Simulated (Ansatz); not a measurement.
## Br on Ru(0001): change of the work function: the clean slab

Ansatz 0.2.0; plane-wave DFT, PBE, Ansatz PAW.

input.yaml

```yaml
crystal:
  lattice:
    - [2.7, 0.0, 0.0]
    - [1.35, 2.3382685902, 0.0]
    - [0.0, 0.0, 24.4152]
  atoms:
    - { symbol: Ru, position: [0.6666666667, 0.6666666667, 0.3686228251] }
    - { symbol: Ru, position: [0.0, 0.0, 0.4562076084] }
    - { symbol: Ru, position: [0.6666666667, 0.6666666667, 0.5437923916] }
    - { symbol: Ru, position: [0.0, 0.0, 0.6313771749] }
kpoints:
  mp_grid: { grid: [12, 12, 1] }
hamiltonian:
  xc: pbe
scf:
  occupations: { method: fermi_dirac, width: 0.1 }
  convergence: { dr2_threshold: 1.0e-08 }
efield:
  axis: 3
  dipole_correction: true
  ramp_position: 0.97
  ramp_width: 0.06
relax:
  f_tol: 0.02
  max_steps: 60
  constraints: [{ sites: [0, 1] }]
output:
  write_potential: true
  write_density: true
  volumetric_format: npy
```

On the command line:

```bash
ansatz run input.yaml --threads 4 --pin off --max-ram 16384MiB --backend cpu --events-out ev --progress --plain --runs-dir out
```

Q: Predict the work function upper face, work function lower face and electron's electrostatic potential energy less the Fermi level against z.

In the vacuum the potential turns flat, and its height over the Fermi level, 5.08 eV, is the work function of the face beside that plateau.

The run keeps the 6 symmetry operations that it works with, so distortions that break them were not tested.

The steps of the relaxation:

```tsv
step	energy less that of the first step (eV)	largest force component (eV/Å)
1	0.0000	0.5365
2	-0.0100	0.2640
3	-0.0132	0.0173
```

The atoms that moved most (Å):

```tsv
atom	dx	dy	dz	length
Ru4	0.000	0.000	-0.034	0.034
Ru3	0.000	0.000	0.019	0.019
```

This step gave:

```yaml
work_function_upper_face: 5.046 eV
work_function_lower_face: 5.075 eV
dipole_along_the_normal: 0.001038 e·Å
step_between_the_vacuum_levels: -0.02975 eV
```

Running mean over 2.138 Å of the planar mean; the ramp of the sawtooth is left out. Table of electron's electrostatic potential energy less the Fermi level by z:

z (Å), electron's electrostatic potential energy less the Fermi level (eV) and a bar from the least value:
```
        3        5.1 ##############################
        4        5.1 ##############################
        5        5.1 ##############################
        6        5.0 ##############################
        7        3.9 ############################
        8       -6.3 #############
        9      -14.2 ##
       10      -14.6 #
       11      -14.8 #
       12      -14.6 #
       13      -14.9 #
       14      -15.4 
       15      -14.8 #
       16      -11.4 ######
       17        1.8 #########################
       18        4.8 ##############################
       19        5.0 ##############################
       20        5.0 ##############################
       21        5.0 ##############################
```

[Logs are printed without paths, hosts, clocks, repeated set-up lines and the standing remarks that a program may print on its own settings, such as how far it seeks lower states.]

[Hosts, paths, dates, database ids (printed as entryN), source tags and the programs' standing remarks are cut or masked in the printed files.]

[Maps of the electrostatic potential energy from Ansatz leave out the sawtooth potential of an applied field or a dipole correction, so their vacuum need not be flat; planar profiles and work functions include it.]
